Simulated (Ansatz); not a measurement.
# YTi2Al2, from a guessed structure to a relaxed one, part 2 of 2

Starting from a made-up structure for YTi2Al2, the aim is the relaxed cell, its shortest contacts and, where a second run follows, its electronic structure.

Ansatz 0.2.0; DFT, PBE, plane-wave PAW, files of the set soft_1, scalar-relativistic, no spin, cell and ions relaxed at zero pressure; PAW set soft_1 (the session's first sound run).

So far: The starting structure; Relaxation of the guess. The relaxed cell has a = 4.723, c = 5.488 Å (conventional setting).

### 3. Bands of the relaxed cell

A second self-consistent run takes a narrower smearing and the mesh shown in its input; the bands follow along the standard path of the relaxed lattice.

This step: DFT, PBE, plane-wave PAW, files of the set soft_1, scalar-relativistic, no spin, bands and density of states at the relaxed cell; PAW set soft_1 (Ansatz 0.2.0).

Contents of input.yaml:

```yaml
crystal:
  lattice:
    - [4.7226609174, 0.0, 0.0]
    - [-2.3613304587, 4.089944328, 0.0]
    - [0.0, 0.0, 5.4880598689]
  atoms:
    - { symbol: "Y", position: [0.0, 0.0, 0.0] }
    - { symbol: Ti, position: [0.6666666667, 0.3333333333, 0.6404253175] }
    - { symbol: Ti, position: [0.3333333333, 0.6666666667, 0.3595746825] }
    - { symbol: Al, position: [0.6666666667, 0.3333333333, 0.1715251585] }
    - { symbol: Al, position: [0.3333333333, 0.6666666667, 0.8284748415] }
kpoints:
  mp_grid: { grid: [8, 8, 6] }
  band_path:
    path:
      - [[0.0, 0.0, 0.0], [0.5, 0.0, 0.0], [0.33333333, 0.33333333, 0.0], [0.0, 0.0, 0.0], [0.0, 0.0, 0.5], [0.5, 0.0, 0.5], [0.33333333, 0.33333333, 0.5], [0.0, 0.0, 0.5]]
      - [[0.5, 0.0, 0.5], [0.5, 0.0, 0.0]]
      - [[0.33333333, 0.33333333, 0.0], [0.33333333, 0.33333333, 0.5]]
    npoints: 8
scf:
  occupations: { method: fermi_dirac, width: 0.03 }
  n_extra_bands: 9
hamiltonian:
  xc: pbe
  pseudopotentials: { kind: paw, azcp: { folder: soft_1 } }
output:
  forces: true
  stress: true
  write_bands: true
  dos: { projected: true }
  write_density: true
  write_potential: true
  elf: true
  volumetric_format: npy
```

The run is started by

```bash
ansatz run input.yaml --threads 4 --pin off --max-ram 8192MiB --backend cpu --events-out ev --progress --plain --runs-dir out
```

Numbers of over 12 decimals in the logs are rounded to 6 here.

Output:

```text
[...]
Crystal: 5 atoms, lattice volume = 106.004 Å³
Basis set: ecut = 420 eV, 2053 PW (Γ), exchange–correlation on 64×64×80 points (8 copies of the dense FFT grid, shifted against one another)
Bands: 30, of which v1, the nominal top of the filled ones, is band 21 counted from 1 (20 counted from 0)
Symmetry: 12 space group operations
[...]
k-points: 50 of 384
[...]
SCF iter   1: F=—  HF=-9923.847290 eV  |F-HF|=—  |Δ(HF+E_count)|=         —  Δρ=6.13e-2  dr2=7.04e0  ethr=3.10e-3  ⟨swp⟩=6.4  Hψ=6373  notcnv=0
[...]
SCF iter   9: F=-9922.746699 eV  HF=-9922.746700 eV  |F-HF|=1.94e-8  |Δ(HF+E_count)|=   1.13e-7  Δρ=5.41e-6  dr2=4.24e-8  ethr=2.44e-10  ⟨swp⟩=14.0  Hψ=8861  notcnv=0
SCF 1 converged in 9 iterations: F = -9922.746699 eV  dr2 = 4.24e-8
[...]
NSCF: frozen V_eff on 75 k-points
SCF converged after 9 iterations
Free energy (F): -9922.746699 eV
[...]
Internal energy: -9922.731678 eV  (E = F + TS)
E sigma→0 (E₀):  -9922.739189 eV
Entropy (-TS):   -0.015021 eV (-3.004 meV/atom)
Fermi energy:    9.100571 eV
[...]
--- Forces (eV/Å), atoms counted from 1 ---
  atom   1  Y     -0.00000000    -0.00000000     0.00000000
  atom   2  Ti    -0.00000000    -0.00000000    -0.00120524
  atom   3  Ti     0.00000000     0.00000000     0.00120524
  atom   4  Al    -0.00000000     0.00000000     0.00335589
  atom   5  Al     0.00000000    -0.00000000    -0.00335589
  max |Σ_I F_I| component: 2.31e-18 eV/Å
--- Stress (GPa, compression-positive) ---
        0.086167       0.000000      -0.000000
        0.000000       0.086167       0.000000
        0.000000       0.000000      -0.101317
  P = ⅓ Tr σ = 0.0237 GPa (0.237 kbar)
--- Band table (eV; the first three rows and the last of 50) ---
  k-point 0: bands = [... 17 lower, 8.4511, 8.4511, 8.5471, 8.5471, 9.7215, 10.3220, 10.3220, 10.6213, ... 5 higher]
  k-point 1: bands = [... 17 lower, 8.4477, 8.4477, 8.7366, 8.7366, 9.6286, 10.2135, 10.2135, 11.1575, ... 5 higher]
  k-point 2: bands = [... 17 lower, 8.5001, 8.5001, 8.9360, 8.9360, 9.5657, 10.2403, 10.2403, 11.2270, ... 5 higher]
  k-point 49: bands = [... 17 lower, 8.2103, 8.7447, 8.8292, 9.2490, 9.5855, 9.8631, 10.1761, 10.2851, ... 5 higher]
```

Elapsed: 4 s, on 4 threads of Arm Neoverse V2, shared host; peak memory 0.47 GiB.

The column dr2 measures how far the density is from self-consistency, as an energy; F and HF (Harris–Foulkes) agree once it is small.

Numbers from this step:

```yaml
free_energy: -9922.7467 eV
energy_at_zero_smearing: -9922.7392 eV
smearing_term_ts: 0.01502 eV
fermi_energy: 9.101 eV
pressure: 0.02367 GPa
```

bands.tsv at the labelled points (eV, zero at the Fermi level; the bands that come nearest the Fermi level along the path):

| point | band 18 | band 19 | band 20 | band 21 | band 22 | band 23 | band 24 | band 25 |
| --- | --- | --- | --- | --- | --- | --- | --- | --- |
| Γ | -0.65 | -0.65 | -0.55 | -0.55 | 0.62 | 1.22 | 1.22 | 1.52 |
| M | -0.77 | -0.56 | -0.51 | -0.49 | 0.04 | 0.89 | 1.06 | 1.14 |
| K | -0.65 | -0.45 | -0.45 | -0.05 | 0.12 | 0.92 | 0.92 | 1.39 |
| Γ | -0.65 | -0.65 | -0.55 | -0.55 | 0.62 | 1.22 | 1.22 | 1.52 |
| A | -0.56 | -0.56 | -0.15 | -0.15 | 0.40 | 1.33 | 1.33 | 1.96 |
| L | -0.90 | -0.74 | -0.39 | 0.07 | 0.39 | 0.82 | 1.04 | 1.34 |
| H | -0.89 | -0.29 | -0.29 | 0.16 | 0.61 | 0.61 | 1.09 | 1.15 |
| A | -0.56 | -0.56 | -0.15 | -0.15 | 0.40 | 1.33 | 1.33 | 1.96 |
| L | -0.90 | -0.74 | -0.39 | 0.07 | 0.39 | 0.82 | 1.04 | 1.34 |
| M | -0.77 | -0.56 | -0.51 | -0.49 | 0.04 | 0.89 | 1.06 | 1.14 |
| K | -0.65 | -0.45 | -0.45 | -0.05 | 0.12 | 0.92 | 0.92 | 1.39 |
| H | -0.89 | -0.29 | -0.29 | 0.16 | 0.61 | 0.61 | 1.09 | 1.15 |

States per cell as run, both spins, in windows of 1 eV, from dos.tsv (zero at the Fermi level):

| from | to | total |
| --- | --- | --- |
| -8 | -7 | 0.14 |
| -7 | -6 | 0.81 |
| -6 | -5 | 1.16 |
| -5 | -4 | 1.80 |
| -4 | -3 | 0.71 |
| -3 | -2 | 2.21 |
| -2 | -1 | 3.73 |
| -1 | 0 | 6.40 |
| 0 | 1 | 5.49 |
| 1 | 2 | 7.22 |

A further 24.0 states lie below the table's range.

Valence density in the ac plane at fractional y = 0.333, with atoms of Ti and Al within 0.2 Å of it. It is the smooth field of the valence electrons, not physical close to the nuclei.

Ten steps, logarithmic in the rise over the least value, from '0' (0 e/Å³) to '9' (11 e/Å³), each cell a mean:
```
11111111111111
11111111111111
11111111232111
11111113565311
11111125898621
00000126999731
00000015898621
00000013565310
00000011222110
00000111222111
00000112222211
10001111111111
10001111000111
11111111000111
11111111101111
11111111111111
```
Columns run along a (4.7 Å), rows up along c (5.5 Å). Atoms in or near the plane, at fractional coordinates: Ti at (0.67, 0.64), Al at (0.67, 0.17).

ELF in the ac plane at fractional y = 0.333, with atoms of Ti and Al within 0.2 Å of it. It is the smooth field of the valence electrons, not physical close to the nuclei.

Ten even steps from '0' (0.08) to '9' (0.77), each cell a mean:
```
21112467888875
43223554333455
65556531111125
78887411576203
79997305999612
68886206978711
56665205899611
43233311565202
31003542111245
40003687545787
41014899756998
52125898302799
53225794040388
42113684040277
31012576201576
21001478777875
```
Columns run along a (4.7 Å), rows up along c (5.5 Å). Atoms in or near the plane, at fractional coordinates: Ti at (0.67, 0.64), Al at (0.67, 0.17).

Electrostatic potential energy in the ac plane at fractional y = 0.333, with atoms of Ti and Al within 0.2 Å of it. With pseudopotentials it is smooth inside the atoms' cores, unlike the true potential.

Values in eV, 16 rows by 14 columns, each cell a mean:
```
  9   7   6   6   8  10  10   9   8   7   8   9  10  10
  9   7   6   7   9  10  11  10   8   7   8   9  10  10
 10   8   8   8   9  10   9   6   2  -2   0   5   9  10
 10  10  10  10  10  10   7  -3 -17 -23 -20  -6   5   9
 11  12  12  12  11   9   3 -18 -30 -32 -32 -21  -2   8
 12  12  13  13  12   9   1 -22 -32 -32 -32 -25  -5   8
 12  13  13  13  12  10   4 -17 -29 -32 -31 -20  -1   9
 12  12  12  12  12  11   8  -3 -17 -23 -19  -6   6  10
 11  11  10  11  11  11  10   7   3   0   2   6  10  11
 11  10   9  10  11  12  11   9   6   4   5   8  11  12
 11  10   9   9  11  11  10   5  -1  -4  -2   4   9  11
 10  10   9  10  10  10   7  -3  -4   0  -3  -4   5  10
 10  10   9  10  10   9   4  -6   6  13   9  -5   1   8
 10   9   9   9  10   9   4  -6   4  12   8  -5   1   8
  9   8   7   8   9   9   6  -3  -4   0  -3  -4   4   9
  9   7   6   7   8   9   9   5  -1  -4  -2   4   8  10
```
Columns run along a (4.7 Å; values clipped at the 3rd and 97th percentile), rows up along c (5.5 Å). Atoms in or near the plane, at fractional coordinates: Ti at (0.67, 0.64), Al at (0.67, 0.17).

### 4. Results

```
space group, relaxed : P-3m1
conventional cell    : a = 4.723, b = 4.723, c = 5.488 Å; α = 90.0°, β = 90.0°, γ = 120.0°
volume per atom      : 21.20 Å³ (guess 19.89)
```

YTi2Al2 relaxes to P-3m1 with a = 4.723, b = 4.723 and c = 5.488 Å. The guessed volume was 6 % too small. The space group P-3m1 was held in the relaxation, so the end point is a stationary structure within it and may be a saddle against distortions or other arrangements. Bands cross the Fermi level, so it is a metal or semimetal at this level. The electron count is odd, which forces that without spin polarisation or a larger cell. On the 8×8×6 mesh with the narrower smearing (relaxed on 7×7×4) the largest force component is 0.003 eV/Å and the largest stress component is 0.101 GPa, against the relaxation's thresholds of 0.015 eV/Å and 0.05 GPa. The cutoff wasn't tested. A vector of the cell changed its length by 17 %, more than the volume shows. No dispersion term is used, so weakly bound directions may come out too long. The runs have no spin, and magnetism wasn't tested. Nothing here tests whether the compound is stable against decomposition.

[Logs are printed without paths, hosts, clocks, repeated set-up lines and the standing remarks that a program may print on its own settings, such as how far it seeks lower states.]

[Hosts, paths, dates, database ids (printed as entryN), source tags and the programs' standing remarks are cut or masked in the printed files.]
